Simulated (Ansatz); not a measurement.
The compound is KMnF3 (cubic perovskite) (Pm-3m).

The structure was built from a prototype and need not be the compound's stable phase.

```cif
data_structure
_symmetry_space_group_name_H-M 'P 1'
_symmetry_Int_Tables_number 1
_cell_length_a 3.8687
_cell_length_b 3.8687
_cell_length_c 3.8687
_cell_angle_alpha 90.000
_cell_angle_beta 90.000
_cell_angle_gamma 90.000
_cell_volume 57.90
loop_
_atom_site_label
_atom_site_type_symbol
_atom_site_fract_x
_atom_site_fract_y
_atom_site_fract_z
_atom_site_occupancy
K1 K 0.00000 0.00000 0.00000 1
Mn2 Mn 0.50000 0.50000 0.50000 1
F3 F 0.50000 0.50000 0.00000 1
F4 F 0.50000 0.00000 0.50000 1
F5 F 0.00000 0.50000 0.50000 1
```

The structure was relaxed with LDA. The structure type comes from a generator and need not be one that this composition takes. The structure was generated from a model, not taken from a measurement. The runs that relaxed it are not among those shown. The program's search for lower electronic states was switched off, so nothing shows that the state found is the lowest. PAW set soft_2, made with PBE.

A constrained-RPA run (Ansatz 0.2.0; non-magnetic LDA; Mn d + anion p, bands v12 to c2, 4×4×4 mesh, medium accuracy) builds 14 functions on bands 13 eV wide, with 23.0 electrons in the window. The bare on-site interaction is 22.3 eV and the bare J 0.78 eV.

**Question.** Estimate U, U′ and J.

On the Mn d shell, U = 10.00 eV (45 % of the bare value), U′ = 8.71 eV, J = 0.65 eV.

The parent state is non-magnetic and the interaction static (zero frequency); U depends on the window and the orbitals, so it belongs to this model alone. A window that holds the anion p bands defines a model with explicit ligands; its U belongs to that model and is not the U of DFT+U.

[Paths, hosts, dates, memory and timing lines, banners, echoed tables and standing remarks are left out of the program output.]

[Logs are printed without paths, hosts, clocks, repeated set-up lines and the standing remarks that a program may print on its own settings, such as how far it seeks lower states.]

[Runs of the session that timed out or met a known fault of the program may be left out.]

[Hosts, paths, dates, database ids (printed as entryN), source tags and the programs' standing remarks are cut or masked in the printed files.]
